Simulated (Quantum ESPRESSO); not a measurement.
# V (Im-3m): pw.x, ph.x and EPW, part 2 of 3

The plan: phonons and Wannier functions of V (Im-3m), and, if the interpolated phonons are stable, its coupling and resistivity.

Quantum ESPRESSO 7.5; DFT PBE, scalar-relativistic, plane waves, PseudoDojo 0.4.1 norm-conserving pseudopotentials.

So far. Step 2 (Relaxation): The volume ends at 13.46 Å³ an atom, -3.1 % from the start. Step 3 (Ground state): The Fermi level lies at 16.70 eV and the pressure is 0.02 GPa.

## 4. Phonons on the coarse mesh

ph.x gives the dynamical matrices and the changes of the potential on a coarse q mesh, which EPW interpolates.

Input file ph.in:

```
phonons
&INPUTPH
  prefix       = 'x'
  outdir       = './tmp'
  tr2_ph       = 1.0d-14
  fildyn       = 'x.dyn'
  fildvscf     = 'dvscf'
  ldisp        = .true.
  nq1          = 4
  nq2          = 4
  nq3          = 4
  alpha_mix(1) = 0.5
  amass(1)     = 50.9415
/
```

Command:

```
$ OMP_NUM_THREADS=1 mpirun -n 8 ph.x -nk 8 -in ph.in > ph.out
```

The program printed:

```text
[banner, memory and clock lines left out]
Program PHONON v.7.5

     ./tmp/x.save/

     IMPORTANT: XC functional enforced from input :
     Exchange-correlation= PBE
                           (   1   4   3   4   0   0   0)
     Any further DFT definition will be discarded
     Please, verify this is what you really want

     G-vector sticks info

     Reading collected, re-writing distributed wavefunctions in ./tmp/

     Dynamical matrices for ( 4, 4, 4)  uniform grid of q-points
     (   8 q-points):
       N         xq(1)         xq(2)         xq(3)
       1   0.000000000   0.000000000   0.000000000
       2   0.216506351   0.216506351   0.000000000
       3  -0.433012702  -0.433012702   0.000000000
       4   0.433012702   0.216506351   0.216506351
       5   0.433012702   0.433012702   0.433012702
       6   0.000000000   0.000000000   0.433012702
       7  -0.866025404  -0.216506351  -0.216506351
       8  -0.866025404  -0.866025404  -0.866025404

     Number and degeneracy of irreps per q-point
       N         xq(1)         xq(2)         xq(3)   N irreps
       1   0.000000000   0.000000000   0.000000000       1
        3
       2   0.216506351   0.216506351   0.000000000       3
     No degeneracy
       3  -0.433012702  -0.433012702   0.000000000       3
     No degeneracy
       4   0.433012702   0.216506351   0.216506351       3
     No degeneracy
       5   0.433012702   0.433012702   0.433012702       1
        3
       6   0.000000000   0.000000000   0.433012702       2
        1   2
       7  -0.866025404  -0.216506351  -0.216506351       3
     No degeneracy
       8  -0.866025404  -0.866025404  -0.866025404       1
        3

     Saving dvscf to file. Distribute only q points, not irreducible representations.

     Calculation of q =    0.0000000   0.0000000   0.0000000

     phonons

     bravais-lattice index     =            0
     lattice parameter (alat)  =       4.9047  a.u.
     unit-cell volume          =      90.8266 (a.u.)^3
     number of atoms/cell      =            1
     number of atomic types    =            1
     kinetic-energy cut-off    =      84.0000  Ry
     charge density cut-off    =     336.0000  Ry
     convergence threshold     =      1.0E-14
     beta                      =       0.5000
     number of iterations used =            4
     Exchange-correlation= PBE
                           (   1   4   3   4   0   0   0)

     celldm(1)=    4.90469  celldm(2)=    0.00000  celldm(3)=    0.00000
     celldm(4)=    0.00000  celldm(5)=    0.00000  celldm(6)=    0.00000

     crystal axes: (cart. coord. in units of alat)
               a(1) = ( -0.5774  0.5774  0.5774 )
               a(2) = (  0.5774 -0.5774  0.5774 )
               a(3) = (  0.5774  0.5774 -0.5774 )

     reciprocal axes: (cart. coord. in units 2 pi/alat)
               b(1) = ( -0.0000  0.8660  0.8660 )
               b(2) = (  0.8660 -0.0000  0.8660 )
               b(3) = (  0.8660  0.8660  0.0000 )

     Atoms inside the unit cell:

     Cartesian axes

     site n.  atom      mass           positions (alat units)
        1  V      50.9415   tau(    1) = (    0.00000    0.00000    0.00000  )

     Computing dynamical matrix for
                    q = (   0.0000000   0.0000000   0.0000000 )

     49 Sym.Ops. (with q -> -q+G )

     G cutoff =  204.7401  (   9453 G-vectors)     FFT grid: ( 30, 30, 30)

     number of k points=    72  Marzari-Vanderbilt smearing, width (Ry)=  0.0200

     PseudoPot. # 1 for V  read from file:
     ./pseudo/V.upf
     Pseudo is Norm-conserving + core correction, Zval = 13.0
     Using radial grid of 1536 points,  6 beta functions with:
                l(1) =   0
                l(2) =   0
                l(3) =   1
                l(4) =   1
                l(5) =   2
                l(6) =   2

     Mode symmetry, O_h (m-3m)  point group:

     Atomic displacements:
     There are    1 irreducible representations

     Representation     1      3 modes -  To be done

     Alpha used in Ewald sum =   2.8000

     Representation #   1 modes #   1   2   3

     Self-consistent Calculation

     Pert. #  1: Fermi energy shift (Ry) =    -5.9238E-27     1.0188E-37
     Pert. #  2: Fermi energy shift (Ry) =     3.2312E-27    -1.3322E-37
     Pert. #  3: Fermi energy shift (Ry) =    -4.2746E-27     1.0579E-37

      thresh= 1.000E-02 alpha_mix =  0.500 |ddv_scf|^2 =  1.051E-05

     Pert. #  1: Fermi energy shift (Ry) =     2.0195E-26    -7.3468E-40
     Pert. #  2: Fermi energy shift (Ry) =     9.6935E-27     9.7958E-40
     Pert. #  3: Fermi energy shift (Ry) =     9.9291E-27     4.8979E-40

      thresh= 3.242E-04 alpha_mix =  0.500 |ddv_scf|^2 =  2.034E-07

     Pert. #  1: Fermi energy shift (Ry) =    -3.8236E-26    -1.5306E-40
     Pert. #  2: Fermi energy shift (Ry) =    -3.0158E-26    -5.3571E-41
     Pert. #  3: Fermi energy shift (Ry) =     8.2462E-27     7.6530E-41

      thresh= 4.510E-05 alpha_mix =  0.500 |ddv_scf|^2 =  1.090E-08

     Pert. #  1: Fermi energy shift (Ry) =    -2.7465E-26    -3.3673E-40
     Pert. #  2: Fermi energy shift (Ry) =     9.6935E-27     5.3571E-41
     Pert. #  3: Fermi energy shift (Ry) =    -6.2267E-28    -5.7397E-41

      thresh= 1.044E-05 alpha_mix =  0.500 |ddv_scf|^2 =  6.005E-11

     Pert. #  1: Fermi energy shift (Ry) =    -1.8849E-27    -2.3915E-42
     Pert. #  2: Fermi energy shift (Ry) =     5.3853E-27     0.0000E+00
     Pert. #  3: Fermi energy shift (Ry) =    -5.2843E-27    -2.1524E-42

      thresh= 7.749E-07 alpha_mix =  0.500 |ddv_scf|^2 =  3.375E-13

     Pert. #  1: Fermi energy shift (Ry) =     6.4623E-27     1.1958E-42
     Pert. #  2: Fermi energy shift (Ry) =     1.2925E-26     2.1524E-42
     Pert. #  3: Fermi energy shift (Ry) =     1.0569E-26    -3.5873E-43

      thresh= 5.810E-08 alpha_mix =  0.500 |ddv_scf|^2 =  9.184E-15

     End of self-consistent calculation

     Convergence has been achieved

     Number of q in the star =    1
     List of q in the star:
          1   0.000000000   0.000000000   0.000000000

     Diagonalizing the dynamical matrix

     q = (    0.000000000   0.000000000   0.000000000 )

 **************************************************************************
     freq (    1) =       0.272542 [THz] =       9.091028 [cm-1]
     freq (    2) =       0.272542 [THz] =       9.091028 [cm-1]
     freq (    3) =       0.272542 [THz] =       9.091028 [cm-1]
 **************************************************************************

     Mode symmetry, O_h (m-3m)  point group:

     freq (   1-   3) =          9.1  [cm-1]   --> T_1u G_15  G_4- I

     Calculation of q =    0.2165064   0.2165064   0.0000000

     G-vector sticks info

     Title:
[...]
thresh= 5.704E-08 alpha_mix =  0.500 |ddv_scf|^2 =  4.092E-13

[...]
End of self-consistent calculation

     Convergence has been achieved

     Representation #   2 mode #   2

     Self-consistent Calculation

[...]
End of self-consistent calculation

     Convergence has been achieved

     Representation #   3 mode #   3

     Self-consistent Calculation

[...]
thresh= 1.428E-08 alpha_mix =  0.500 |ddv_scf|^2 =  8.516E-17

     End of self-consistent calculation

     Convergence has been achieved

     Number of q in the star =   12
     List of q in the star:
          1  -0.866025404  -0.216506351  -0.216506351
          2  -0.216506351   0.866025404  -0.216506351
          3  -0.866025404   0.216506351  -0.216506351
          4   0.216506351  -0.866025404  -0.216506351
          5   0.216506351  -0.866025404   0.216506351
          6   0.866025404  -0.216506351   0.216506351
          7  -0.866025404   0.216506351   0.216506351
          8  -0.216506351   0.866025404   0.216506351
          9   0.216506351  -0.216506351   0.866025404
         10  -0.216506351  -0.216506351  -0.866025404
         11   0.216506351   0.216506351  -0.866025404
         12  -0.216506351   0.216506351   0.866025404

     Diagonalizing the dynamical matrix

     q = (   -0.866025404  -0.216506351  -0.216506351 )

 **************************************************************************
     freq (    1) =       5.037564 [THz] =     168.035057 [cm-1]
     freq (    2) =       6.146309 [THz] =     205.018792 [cm-1]
     freq (    3) =       7.223716 [THz] =     240.957233 [cm-1]
 **************************************************************************

     Mode symmetry, C_2v (mm2)  point group:

     freq (   1-   1) =        168.0  [cm-1]   --> A_1  D_1  S_1
     freq (   2-   2) =        205.0  [cm-1]   --> B_2  D_4  S_4
     freq (   3-   3) =        241.0  [cm-1]   --> B_1  D_3  S_3

     Calculation of q =   -0.8660254  -0.8660254  -0.8660254

     G-vector sticks info

     Title:
     phonons

     bravais-lattice index     =            0
     lattice parameter (alat)  =       4.9047  a.u.
     unit-cell volume          =      90.8266 (a.u.)^3
     number of atoms/cell      =            1
     number of atomic types    =            1
     number of electrons       =        13.00
     number of Kohn-Sham states=           11
     kinetic-energy cutoff     =      84.0000  Ry
     charge density cutoff     =     336.0000  Ry
     Exchange-correlation= PBE
                           (   1   4   3   4   0   0   0)

     celldm(1)=   4.904691  celldm(2)=   0.000000  celldm(3)=   0.000000
     celldm(4)=   0.000000  celldm(5)=   0.000000  celldm(6)=   0.000000

     crystal axes: (cart. coord. in units of alat)
               a(1) = (  -0.577350   0.577350   0.577350 )
               a(2) = (   0.577350  -0.577350   0.577350 )
               a(3) = (   0.577350   0.577350  -0.577350 )

     reciprocal axes: (cart. coord. in units 2 pi/alat)
               b(1) = ( -0.000000  0.866025  0.866025 )
               b(2) = (  0.866025 -0.000000  0.866025 )
               b(3) = (  0.866025  0.866025  0.000000 )

     PseudoPot. # 1 for V  read from file:
     ./pseudo/V.upf
     Pseudo is Norm-conserving + core correction, Zval = 13.0
     Using radial grid of 1536 points,  6 beta functions with:
[...]
l(5) =   2
                l(6) =   2

     atomic species   valence    mass     pseudopotential
     V                13.00    50.94150     V ( 1.00)

     48 Sym. Ops., with inversion, found

   Cartesian axes

     site n.     atom                  positions (alat units)
         1        V      tau(   1) = (   0.0000000   0.0000000   0.0000000  )

     number of k points=   144  Marzari-Vanderbilt smearing, width (Ry)=  0.0200

     Number of k-points >= 100: set verbosity='high' to print them.

     Dense  grid:     9453 G-vectors     FFT dimensions: (  30,  30,  30)

     The potential is recalculated from file :
     ./tmp/_ph0/x.q_8/x.save/charge-density

     Starting wfcs are   10 atomic +    1 random wfcs

     Band Structure Calculation
     Davidson diagonalization with overlap

     ethr =  7.69E-11,  avg # of iterations = 11.9

     End of band structure calculation

     Number of k-points >= 100: set verbosity='high' to print the bands.

     the Fermi energy is    16.7032 ev

     Writing config to output data dir ./tmp/_ph0/x.q_8/x.save/ :
     XML data file

     phonons

     bravais-lattice index     =            0
     lattice parameter (alat)  =       4.9047  a.u.
     unit-cell volume          =      90.8266 (a.u.)^3
     number of atoms/cell      =            1
     number of atomic types    =            1
     kinetic-energy cut-off    =      84.0000  Ry
     charge density cut-off    =     336.0000  Ry
     convergence threshold     =      1.0E-14
     beta                      =       0.5000
     number of iterations used =            4
     Exchange-correlation= PBE
                           (   1   4   3   4   0   0   0)

     celldm(1)=    4.90469  celldm(2)=    0.00000  celldm(3)=    0.00000
     celldm(4)=    0.00000  celldm(5)=    0.00000  celldm(6)=    0.00000

     crystal axes: (cart. coord. in units of alat)
               a(1) = ( -0.5774  0.5774  0.5774 )
               a(2) = (  0.5774 -0.5774  0.5774 )
               a(3) = (  0.5774  0.5774 -0.5774 )

     reciprocal axes: (cart. coord. in units 2 pi/alat)
               b(1) = ( -0.0000  0.8660  0.8660 )
               b(2) = (  0.8660 -0.0000  0.8660 )
               b(3) = (  0.8660  0.8660  0.0000 )

     Atoms inside the unit cell:

     Cartesian axes

     site n.  atom      mass           positions (alat units)
        1  V      50.9415   tau(    1) = (    0.00000    0.00000    0.00000  )

     Computing dynamical matrix for
                    q = (  -0.8660254  -0.8660254  -0.8660254 )

     49 Sym.Ops. (with q -> -q+G )

     G cutoff =  204.7401  (   9453 G-vectors)     FFT grid: ( 30, 30, 30)

     number of k points=   144  Marzari-Vanderbilt smearing, width (Ry)=  0.0200

     PseudoPot. # 1 for V  read from file:
     ./pseudo/V.upf
     Pseudo is Norm-conserving + core correction, Zval = 13.0
     Using radial grid of 1536 points,  6 beta functions with:
                l(1) =   0
                l(2) =   0
                l(3) =   1
                l(4) =   1
                l(5) =   2
                l(6) =   2

     Mode symmetry, O_h (m-3m)  point group:

     Atomic displacements:
     There are    1 irreducible representations

     Representation     1      3 modes -  To be done

     Message from routine init_vloc:
     Interpolation table for Vloc re-allocated

     Alpha used in Ewald sum =   2.8000

     Representation #   1 modes #   1   2   3

     Self-consistent Calculation

      thresh= 1.000E-02 alpha_mix =  0.500 |ddv_scf|^2 =  3.758E-05

      thresh= 6.130E-04 alpha_mix =  0.500 |ddv_scf|^2 =  2.034E-07

      thresh= 4.510E-05 alpha_mix =  0.500 |ddv_scf|^2 =  1.248E-08

      thresh= 1.117E-05 alpha_mix =  0.500 |ddv_scf|^2 =  1.517E-11

      thresh= 3.895E-07 alpha_mix =  0.500 |ddv_scf|^2 =  1.211E-12

      thresh= 1.101E-07 alpha_mix =  0.500 |ddv_scf|^2 =  4.158E-14

      thresh= 2.039E-08 alpha_mix =  0.500 |ddv_scf|^2 =  4.943E-16

     End of self-consistent calculation

     Convergence has been achieved

     Number of q in the star =    1
     List of q in the star:
          1  -0.866025404  -0.866025404  -0.866025404

     Diagonalizing the dynamical matrix

     q = (   -0.866025404  -0.866025404  -0.866025404 )

 **************************************************************************
     freq (    1) =       7.669879 [THz] =     255.839612 [cm-1]
     freq (    2) =       7.669879 [THz] =     255.839612 [cm-1]
     freq (    3) =       7.669879 [THz] =     255.839612 [cm-1]
 **************************************************************************

     Mode symmetry, O_h (m-3m)  point group:

     freq (   1-   3) =        255.8  [cm-1]   --> T_1u G_15  G_4-
```

Wall time 17 min (8 MPI ranks of Arm Neoverse N1, shared host).

This step gave:

* lowest frequency off the zone centre: 98.20 cm⁻¹
* largest magnitude of the acoustic modes at the zone centre, before the sum rule: 9.091 cm⁻¹

Frequencies at the irreducible wavevectors:

```
  q1    q2     q3  star  mode 1 (cm⁻¹)  mode 2 (cm⁻¹)  mode 3 (cm⁻¹)
   0     0      0     1            9.1            9.1            9.1
   0     0   0.25    12           98.2          112.3          168.6
   0     0   -0.5     6          169.9          189.4          225.8
   0  0.25   0.25    24          137.9          155.4          219.1
0.25  0.25   0.25     2          189.2          189.2          189.2
0.25  0.25  -0.25     6          143.2          143.2          238.1
0.25  -0.5   -0.5    12            168            205            241
-0.5  -0.5   -0.5     1          255.8          255.8          255.8
```

The lowest mode off the zone centre lies at 98.2 cm⁻¹ and the highest of all solved modes at 256 cm⁻¹, so the solved wavevectors are stable. The acoustic modes at the centre lie within 9.1 cm⁻¹ of zero before the sum rule is imposed.

## 5. Bands for the check

Bands on a path serve later as the test of the Wannier interpolation; inside the frozen window, points that lie on the coarse mesh match by construction, and those between them test it.

Input file bands.in:

```
&CONTROL
  calculation = 'bands'
  prefix      = 'x'
  outdir      = './tmp'
  pseudo_dir  = './pseudo'
  verbosity   = 'high'
/
&SYSTEM
  ibrav       = 0
  nat         = 1
  ntyp        = 1
  ecutwfc     = 84.0
  occupations = 'smearing'
  smearing    = 'mv'
  degauss     = 0.02
  nbnd        = 29
/
&ELECTRONS
  conv_thr = 1.0d-10
/
ATOMIC_SPECIES
 V      50.9415  V.upf
CELL_PARAMETERS angstrom
    -1.498484100    1.498484100    1.498484100
     1.498484100   -1.498484100    1.498484100
     1.498484100    1.498484100   -1.498484100
ATOMIC_POSITIONS crystal
 V      0.000000000   0.000000000   0.000000000
K_POINTS crystal
77
 0.00000000 0.00000000 0.00000000 0.01298701
 0.02777778 -0.02777778 0.02777778 0.01298701
 0.05555556 -0.05555556 0.05555556 0.01298701
 0.08333333 -0.08333333 0.08333333 0.01298701
[the list of k-points goes on]
```

Command:

```
$ OMP_NUM_THREADS=1 mpirun -n 8 pw.x -nk 8 -in bands.in > bands.out
```

The program printed:

```text
[banner, memory and clock lines left out]
[...]
number of Kohn-Sham states=           29
```

Run time: 6.4 s. Hardware: 8 MPI ranks.

## 6. States on the coarse mesh

Wannier functions need the states on a full uniform k mesh, and the couplings need it to be a multiple of the q mesh.

Input file nscf.in:

```
&CONTROL
  calculation = 'nscf'
  prefix      = 'x'
  outdir      = './tmp'
  pseudo_dir  = './pseudo'
  verbosity   = 'high'
/
&SYSTEM
  ibrav       = 0
  nat         = 1
  ntyp        = 1
  ecutwfc     = 84.0
  occupations = 'smearing'
  smearing    = 'mv'
  degauss     = 0.02
  nbnd        = 29
/
&ELECTRONS
  conv_thr = 1.0d-11
/
ATOMIC_SPECIES
 V      50.9415  V.upf
CELL_PARAMETERS angstrom
    -1.498484100    1.498484100    1.498484100
     1.498484100   -1.498484100    1.498484100
     1.498484100    1.498484100   -1.498484100
ATOMIC_POSITIONS crystal
 V      0.000000000   0.000000000   0.000000000
K_POINTS crystal
512
 0.00000000 0.00000000 0.00000000 0.00195312
 0.00000000 0.00000000 0.12500000 0.00195312
 0.00000000 0.00000000 0.25000000 0.00195312
 0.00000000 0.00000000 0.37500000 0.00195312
[the list of k-points goes on]
```

Command:

```
$ OMP_NUM_THREADS=1 mpirun -n 8 pw.x -nk 8 -in nscf.in > nscf.out
```

The program printed:

```text
[banner, memory and clock lines left out]
[...]
number of Kohn-Sham states=           29
     the Fermi energy is    16.6888 ev
```

Elapsed: 41 s, on 8 MPI ranks.

Numbers from this step:

- Fermi energy: 16.69 eV

(Continued in part 3 of 3.)

[The logs of pw.x and epw.x are selected lines.]

[Logs are printed without paths, hosts, clocks, repeated set-up lines and the standing remarks that a program may print on its own settings, such as how far it seeks lower states.]

[Hosts, paths, dates, database ids (printed as entryN), source tags and the programs' standing remarks are cut or masked in the printed files.]
